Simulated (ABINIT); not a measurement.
Planning a run of ABINIT 10.8.3 on SiO2 (Cristobalite). The input:

```
acell 3*1.0 Angstrom
rprim 
  4.982000000000 0.000000000000 0.000000000000
  0.000000000000 4.982000000000 0.000000000000
  0.000000000000 0.000000000000 6.963000000000
ntypat 2
znucl 14 8
natom 12
typat 1 1 1 1 2 2 2 2 2 2 2 2
xred 
  0.298970000000 0.298970000000 -0.000000000000
  0.201030000000 0.798970000000 0.250000000000
  0.701030000000 0.701030000000 0.500000000000
  0.798970000000 0.201030000000 0.750000000000
  0.239890000000 0.103470000000 0.178130000000
  0.396530000000 0.739890000000 0.428130000000
  0.760110000000 0.896530000000 0.678130000000
  0.603470000000 0.260110000000 0.928130000000
  0.739890000000 0.396530000000 0.571870000000
  0.896530000000 0.760110000000 0.321870000000
  0.260110000000 0.603470000000 0.071870000000
  0.103470000000 0.239890000000 0.821870000000
pp_dirpath "pseudos"
pseudos "Si.upf, O.upf"
ecut 36
ngkpt 2 2 2
nshiftk 1
shiftk 0 0 0
kptopt 1
chksymbreak 0
iscf -2
irdden 1
istwfk *1
nband 358
nbdbuf 32
tolwfr 1e-09
nstep 60
prtvol 0
indata_prefix "in"
outdata_prefix "out"
tmpdata_prefix "tmp"
```

The database entry behind the starting cell lists a temperature of 340 K, so it need not match the best structure at ambient conditions.

```sh
OMP_NUM_THREADS=1 mpirun -n 4 abinit run.abi > log
```

Question: Estimate wall time and host memory on 4 MPI ranks of Arm Neoverse V1, shared host.

It took 9.8 min; on shared hardware allow 4.9 min to 20 min. Peak host memory was 0.78 GiB.

[Paths, hosts, dates, memory and timing lines, banners, echoed tables and standing remarks are left out of the program output.]

[Logs are printed without paths, hosts, clocks, repeated set-up lines and the standing remarks that a program may print on its own settings, such as how far it seeks lower states.]

[Runs of the session that timed out or met a known fault of the program may be left out.]

[Hosts, paths, dates, database ids (printed as entryN), source tags and the programs' standing remarks are cut or masked in the printed files.]

[G0W0 gaps are taken among the corrected bands and points alone; a level outside them can change the order at an edge.]

[Where Ansatz stands beside ABINIT at settings called matched, ABINIT's density can come from a denser mesh and the files from another edition; pairs whose starting gaps differed by over 0.03 eV were left out, so agreement reads better than it is.]
